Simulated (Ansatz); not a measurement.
# LuHg (Pm-3m): phonons and vibrational spectra

Aim: the vibrations of LuHg (Pm-3m), their spectra, and whether the structure is stable.

Main program and level: Ansatz 0.2.0; DFT PBEsol, scalar-relativistic, plane waves, PAW; PAW set soft_1.

Most raw output is cut from this account.

**1. The structure**

It takes space group Pm-3m (No. 221, cubic). Conventional cell: a = 3.607 Å, b = 3.607 Å, c = 3.607 Å, α = 90.00°, β = 90.00°, γ = 90.00°. Lu has 8 Hg at 3.12 Å nearest. Nearest to Hg lie 8 Lu at 3.12 Å. Farther neighbours are not listed.

**2. Relaxation**

The cell and atoms are relaxed, since residual forces and stress would shift the frequencies.

The input, input.yaml:

```yaml
crystal:
  lattice:
    - [3.607, 0.0, 0.0]
    - [0.0, 3.607, 0.0]
    - [0.0, 0.0, 3.607]
  atoms:
    - { symbol: Lu, position: [0.5, 0.5, 0.5] }
    - { symbol: Hg, position: [0.0, 0.0, 0.0] }
kpoints:
  mp_grid: { grid: [12, 12, 12] }
hamiltonian:
  xc: pbesol
  pseudopotentials: { kind: paw, azcp: { folder: soft_1 }, xc_functional: pbe }
scf:
  occupations: { method: gaussian, width: 0.1 }
output:
  forces: true
  stress: true
  eigenvalues: true
relax:
  adjacent_minimum: "off"
  f_tol: 0.005
  max_steps: 80
  cell: { stress_tol: 0.05 }
```

Launch:

```sh
ansatz run input.yaml --threads 4 --pin off --max-ram 10240MiB --backend cpu --events-out ev --progress --plain --runs-dir out
```

Wall time 8.3 s (4 threads of Arm Neoverse V2, shared host); peak memory 0.42 GiB.

Step by step:

| step | energy less that of the first step (eV) | largest force component (eV/Å) | pressure (GPa) | volume (Å³) |
| --- | --- | --- | --- | --- |
| 1 | 0.0000 | 0.0000 | -1.17 | 46.93 |
| 2 | -0.0014 | 0.0000 | 0.99 | 45.70 |
| 3 | -0.0028 | 0.0000 | -0.03 | 46.25 |
| 4* | -0.0026 | 0.0000 | -0.03 | 46.25 |

Relaxation steps marked * repeat the geometry before them on a plane-wave basis chosen anew for their cell, so energy and pressure can jump there.

Forces are held to the 48 operations that the run works with; a distortion that breaks them can't arise in this run.

| conventional cell, symmetrised | before | after | change |
| --- | --- | --- | --- |
| a (Å) | 3.607 | 3.590 | -0.5 % |
| b (Å) | 3.607 | 3.590 | -0.5 % |
| c (Å) | 3.607 | 3.590 | -0.5 % |
| volume (Å³/atom) | 23.46 | 23.13 | -1.4 % |

The relaxed structure:

```cif
data_structure
_symmetry_space_group_name_H-M 'P 1'
_symmetry_Int_Tables_number 1
_cell_length_a 3.5896
_cell_length_b 3.5896
_cell_length_c 3.5896
_cell_angle_alpha 90.000
_cell_angle_beta 90.000
_cell_angle_gamma 90.000
_cell_volume 46.25
loop_
_atom_site_label
_atom_site_type_symbol
_atom_site_fract_x
_atom_site_fract_y
_atom_site_fract_z
_atom_site_occupancy
Lu1 Lu 0.50000 0.50000 0.50000 1
Hg2 Hg 0.00000 0.00000 0.00000 1
```

Numbers from this step:

```yaml
pressure: -0.02801 GPa
volume_per_atom: 23.13 Å³
gap_on_the_k_mesh: 0 eV
```

In this step the volume went from 23.46 to 23.13 Å³/atom.

**3. Relaxing to small forces for the phonons**

Phonons need a cell at rest on their own settings, so the relaxation is repeated with tight tolerances on forces and stress on the k mesh and occupations of the first response run.

input.yaml, the sections that differ from step 2:

```yaml
crystal:
  lattice:
    - [3.5896151594, 0.0, 0.0]
    - [0.0, 3.5896151594, 0.0]
    - [0.0, 0.0, 3.5896151594]
  atoms:
    - { symbol: Lu, position: [0.5, 0.5, 0.5] }
    - { symbol: Hg, position: [0.0, 0.0, 0.0] }
scf:
  occupations: { method: methfessel_paxton, width: 0.2 }
relax:
  adjacent_minimum: "off"
  f_tol: 0.001
  max_steps: 60
  cell: { stress_tol: 0.01 }
# kpoints, hamiltonian, output: as in step 2
```

Wall time 4.2 s (4 threads); peak memory 0.42 GiB.

Little changed from the start: no atom moved by 0.005 Å and no cell edge by 0.1 %.

Numbers from this step:

| Item | Value |
| --- | --- |
| pressure | -0.005164 GPa |

The forces vanish by symmetry and the pressure is -0.005 GPa, within the tolerances set. The cell now holds 23.13 Å³/atom.

**4. Linear response at the zone centre**

The zone centre comes first: it holds the modes that light can see, as far as symmetry allows. No field response is asked, since the mesh shows no gap.

input.yaml, as its differences from that of step 3:

```diff
@@ -16,9 +16,4 @@
 output:
-  forces: true
-  stress: true
   eigenvalues: true
-relax:
-  adjacent_minimum: "off"
-  f_tol: 0.001
-  max_steps: 60
-  cell: { stress_tol: 0.01 }
+phonons:
+  method: dfpt
```

Wall time 19 s (4 threads); peak memory 0.9 GiB.

This step gave:

- sum-rule residual before enforcement: 1.30e-4 eV/Å²
- point group: m-3m
- highest optical mode at the zone centre (no LO-TO term): 86.75 cm⁻¹
- lowest optical zone-centre mode: 86.75 cm⁻¹

Patterns of degenerate modes are one choice out of their space. The modes at Γ (shares of kinetic energy by element, %):

| mode | frequency (cm⁻¹) | symmetry | Lu % | Hg % |
| --- | --- | --- | --- | --- |
| 1 | 0.0 | acoustic | 47 | 53 |
| 2 | 0.0 | acoustic | 47 | 53 |
| 3 | 0.0 | acoustic | 47 | 53 |
| 4 | 86.8 | T1u | 53 | 47 |
| 5 | 86.8 | T1u | 53 | 47 |
| 6 | 86.8 | T1u | 53 | 47 |

Displacements in mode 4 (86.8 cm⁻¹), the largest set to 1:
```
Lu1  0.00  0.31  1.00
Hg2  0.00 -0.27 -0.87
```

Before it was imposed, the acoustic sum rule was missed by 1.3e-4 eV/Å². Small misses are needed for a sound result but don't prove that mesh and cutoff are converged. The lowest optical mode is real, 86.8 cm⁻¹.

**5. Response at finite wavevector**

Stability and thermal properties need the whole zone. Linear response on a 4×4×4 q mesh gives force constants as far as a supercell of that size would.

input.yaml, as its differences from that of step 4:

```diff
@@ -19 +19,8 @@
   method: dfpt
+  qmesh: [4, 4, 4]
+  temperatures: { t_max: 1000, t_step: 50 }
+  qpath:
+    path:
+      - [[0.0, 0.0, 0.0], [0.0, 0.5, 0.0], [0.5, 0.5, 0.0], [0.0, 0.0, 0.0], [0.5, 0.5, 0.5], [0.0, 0.5, 0.0]]
+      - [[0.5, 0.5, 0.5], [0.5, 0.5, 0.0]]
+    npoints: 10
```

It took 9 min on 4 threads; peak memory 3.1 GiB.

This step gave:

| Item | Value |
| --- | --- |
| sum-rule residual before enforcement | 4.49e-5 eV/Å² |
| lowest frequency on the path | 0 cm⁻¹ |
| highest frequency on the path or at a solved wavevector | 120 cm⁻¹ |
| mean frequency | 71.8 cm⁻¹ |
| Debye temperature (second moment) | 142 K |
| logarithmic mean frequency | 66.7 cm⁻¹ |
| lowest mode on the q mesh (acoustic modes at Γ apart) | 31.94 cm⁻¹ |
| zero-point energy per atom | 13.34 meV |
| heat capacity at 300 K | 24.67 J/(mol atoms K) |
| vibrational entropy at 300 K | 53.53 J/(mol atoms K) |

Frequencies (cm⁻¹) solved at each irreducible wavevector; negative means imaginary. Frequencies by wavevector, by row:

| q in reciprocal lattice units | star | mode 1 | mode 2 | mode 3 | mode 4 | mode 5 | mode 6 |
| --- | --- | --- | --- | --- | --- | --- | --- |
| 0 0 0 | 1 | 0 | 0 | 0 | 86.8 | 86.8 | 86.8 |
| 0 0 0.25 | 6 | 38.4 | 38.4 | 57.2 | 82 | 82 | 99.2 |
| 0 0 -0.5 | 3 | 59.1 | 59.1 | 70.8 | 74.2 | 74.2 | 114.9 |
| 0 0.25 0.25 | 12 | 31.9 | 45.5 | 67.1 | 75.7 | 94.7 | 103.2 |
| 0 0.25 -0.5 | 12 | 46.5 | 51 | 57.4 | 63.9 | 101.1 | 112.4 |
| 0 -0.5 -0.5 | 3 | 34.5 | 34.5 | 51.6 | 56.6 | 120 | 120 |
| 0.25 0.25 0.25 | 8 | 48.4 | 48.4 | 54.3 | 95.9 | 97.1 | 97.1 |
| 0.25 0.25 -0.5 | 12 | 33.2 | 48.7 | 65.3 | 87.3 | 99.2 | 111 |
| 0.25 -0.5 -0.5 | 6 | 46 | 46 | 64.3 | 81.9 | 107.4 | 107.4 |
| -0.5 -0.5 -0.5 | 1 | 60.8 | 60.8 | 60.8 | 93.7 | 93.7 | 93.7 |

Interpolated from a 4×4×4 q mesh. The phonon branches at the labelled points (cm⁻¹):

| point | branch 1 | branch 2 | branch 3 | branch 4 | branch 5 | branch 6 |
| --- | --- | --- | --- | --- | --- | --- |
| Γ | 0 | 0 | 0 | 87 | 87 | 87 |
| halfway | 38 | 38 | 57 | 82 | 82 | 99 |
| X | 59 | 59 | 71 | 74 | 74 | 115 |
| halfway | 46 | 51 | 57 | 64 | 101 | 112 |
| M | 34 | 34 | 52 | 57 | 120 | 120 |
| halfway | 32 | 46 | 67 | 76 | 95 | 103 |
| Γ | 0 | 0 | 0 | 87 | 87 | 87 |
| halfway | 48 | 48 | 54 | 96 | 97 | 97 |
| R | 61 | 61 | 61 | 94 | 94 | 94 |
| halfway | 33 | 49 | 65 | 87 | 99 | 111 |
| X | 59 | 59 | 71 | 74 | 74 | 115 |
| jump to R | 61 | 61 | 61 | 94 | 94 | 94 |
| halfway | 46 | 46 | 64 | 82 | 107 | 107 |
| M | 34 | 34 | 52 | 57 | 120 | 120 |

The phonon density of states has structure finer than the step of the table below, so its rows give means over 5 cm⁻¹, whole bins alone (the curve runs from 0.5 to 120 cm⁻¹). Peaks (cm⁻¹: height): 35.5: 0.105, 48.5: 0.0967, 57.5: 0.114, 82.5: 0.0812, 111.5: 0.129.

Tetrahedra on a 20×20×20 mesh, mean over bins of 1 cm-1. Interpolated from a 4×4×4 q mesh. Phonon density of states against wavenumber; means over each step:

wavenumber (cm⁻¹), phonon density of states (1/cm⁻¹/cell) and a bar:
```
        5      0.000 
       10      0.001 
       15      0.003 #
       20      0.005 #
       25      0.008 ##
       30      0.013 ####
       35      0.072 #####################
       40      0.084 #########################
       45      0.071 #####################
       50      0.090 ##########################
       55      0.089 ##########################
       60      0.102 ##############################
       65      0.081 ########################
       70      0.021 ######
       75      0.038 ###########
       80      0.059 #################
       85      0.068 ####################
       90      0.055 ################
       95      0.052 ###############
      100      0.071 #####################
      105      0.079 #######################
      110      0.097 #############################
      115      0.036 ###########
```

Phonopy on the run's constants, 15x15x15 mesh, Gaussian sigma 2.0 cm-1. Interpolated from a 4×4×4 q mesh. The partial phonon density of states by wavenumber; read off at these points; values in 1/cm⁻¹/cell:

| wavenumber (cm⁻¹) | Hg | Lu |
| --- | --- | --- |
| -5.0 | 5.6e-6 | 5.6e-6 |
| 0.0 | 9.0e-5 | 8.0e-5 |
| 5.0 | 8.3e-5 | 6.7e-5 |
| 10.0 | 7.3e-4 | 6.3e-4 |
| 15.0 | 0.00143 | 0.00119 |
| 20.0 | 0.00269 | 0.00216 |
| 25.0 | 0.00407 | 0.00305 |
| 30.0 | 0.00916 | 0.00599 |
| 35.0 | 0.0488 | 0.0240 |
| 37.7 | 0.0607 | 0.0286 |
| 40.0 | 0.0559 | 0.0255 |
| 45.0 | 0.0520 | 0.0201 |
| 50.0 | 0.0647 | 0.0216 |
| 55.0 | 0.0750 | 0.0197 |
| 59.2 | 0.0859 | 0.0148 |
| 60.0 | 0.0858 | 0.0141 |
| 65.0 | 0.0648 | 0.0130 |
| 70.0 | 0.00926 | 0.0167 |
| 75.0 | 0.00748 | 0.0296 |
| 80.0 | 0.0151 | 0.0437 |
| 85.0 | 0.0177 | 0.0508 |
| 90.0 | 0.0110 | 0.0405 |
| 95.0 | 0.0131 | 0.0431 |
| 100.0 | 0.0174 | 0.0544 |
| 101.5 | 0.0189 | 0.0593 |
| 105.0 | 0.0167 | 0.0597 |
| 110.0 | 0.0174 | 0.0747 |
| 115.0 | 0.0086 | 0.0324 |
| 120.0 | 0.00158 | 0.00449 |
| 125.0 | 8.9e-6 | 2.8e-5 |
| 130.0 | 0 | 0 |

Second derivatives of the energy by pair, one row for each kind of neighbour of each atom listed. Each entry sums the pair over the periodic images of the supercell that the q mesh stands for, and in a polar crystal it holds the long-range dipole part too. Force constants by pair, by row:

| atom | neighbour | distance (Å) | third of the trace (eV/Å²) | along the pair's line (eV/Å²) |
| --- | --- | --- | --- | --- |
| Lu1 | itself | 0 | 4.862 | – |
| Lu1 | Hg | 3.109 | -0.3221 | -1.259 |
| Lu1 | Lu | 3.59 | -0.2227 | -0.9852 |
| Lu1 | Lu | 5.076 | -0.052 | -0.0783 |
| Lu1 | Hg | 5.953 | -0.0012 | 0.0121 |
| Lu1 | Lu | 6.217 | -0.047 | -0.1386 |
| Lu1 | Lu | 7.179 | -4.00e-4 | -0.0702 |
| Hg2 | itself | 0 | 3.019 | – |
| Hg2 | Lu | 3.109 | -0.3221 | -1.259 |
| Hg2 | Hg | 3.59 | -0.0076 | -0.1472 |
| Hg2 | Hg | 5.076 | -0.009 | -0.0144 |
| Hg2 | Lu | 5.953 | -0.0012 | 0.0121 |
| Hg2 | Hg | 6.217 | 0.0061 | -0.0049 |
| Hg2 | Hg | 7.179 | -0.0464 | -0.1986 |

Harmonic thermodynamic functions per atom, from the density of states. Interpolated from a 4×4×4 q mesh. Thermodynamic functions, by row:

| T (K) | F_vib (meV/atom) | S (J/mol-atom/K) | C_V (J/mol-atom/K) |
| --- | --- | --- | --- |
| 0 | 13.34 | 0 | 0 |
| 50 | 10.88 | 13 | 17.53 |
| 100 | 0.19 | 27.19 | 22.64 |
| 200 | -37.37 | 43.59 | 24.33 |
| 300 | -88.03 | 53.53 | 24.67 |
| 400 | -147.4 | 60.65 | 24.79 |
| 500 | -213.2 | 66.19 | 24.84 |
| 600 | -284.2 | 70.72 | 24.87 |
| 700 | -359.6 | 74.55 | 24.89 |
| 800 | -438.6 | 77.88 | 24.9 |
| 900 | -520.9 | 80.81 | 24.91 |
| 1000 | -606 | 83.44 | 24.92 |

Harmonic mean-square displacement, third of the trace. Interpolated from a 4×4×4 q mesh. Mean square displacements, by row:

| T (K) | Lu1 U_eq (Å²) | Hg2 U_eq (Å²) |
| --- | --- | --- |
| 0 | 0.00134 | 0.00158 |
| 100 | 0.00354 | 0.00494 |
| 300 | 0.01003 | 0.0143 |
| 600 | 0.01995 | 0.02849 |

Symmetry leaves 10 wavevectors to solve. The lowest mode among them, the acoustic zeros apart, lies at q = (0, 0.25, 0.25) and is real, 31.9 cm⁻¹.

**6. Summary of results**

```json
{"space group after relaxation (within 0.01 Å)": "Pm-3m", "volume per atom": "23.1 Å³", "electronic character": "no gap on this mesh", "highest optical mode at the zone centre (no LO-TO term)": "86.8 cm⁻¹", "lowest optical zone-centre mode": "86.8 cm⁻¹", "lowest mode on the q mesh (acoustic modes at Γ apart)": "31.9 cm⁻¹", "highest frequency on the path or at a solved wavevector": "120 cm⁻¹", "zero-point energy per atom": "13.3 meV", "heat capacity at 300 K": "24.7 J/(mol atoms K)", "vibrational entropy at 300 K": "53.5 J/(mol atoms K)", "Debye temperature (second moment)": "142 K", "imaginary modes on the 4×4×4 q mesh": "none"}
```

What this shows: The structure is a minimum as far as tested: no mode is imaginary at the 10 irreducible wavevectors of the 4×4×4 mesh, and the softest away from the acoustic zeros lies at 32 cm⁻¹. The optical modes at Γ form one degenerate level at 87 cm⁻¹. With no gap, or one that is small against the smearing, the frequencies hang on the k mesh and the smearing, most of all near Kohn anomalies. The phonon runs are without spin polarisation, although the cell has an odd electron count. Spin-orbit coupling is left out, which can matter for the heavy elements here. The PAW files were made for PBE and serve the other functionals too. These are harmonic frequencies at zero temperature: anharmonic shifts, linewidths and thermal expansion are left out.

[Logs are printed without paths, hosts, clocks, repeated set-up lines and the standing remarks that a program may print on its own settings, such as how far it seeks lower states.]

[Hosts, paths, dates, database ids (printed as entryN), source tags and the programs' standing remarks are cut or masked in the printed files.]
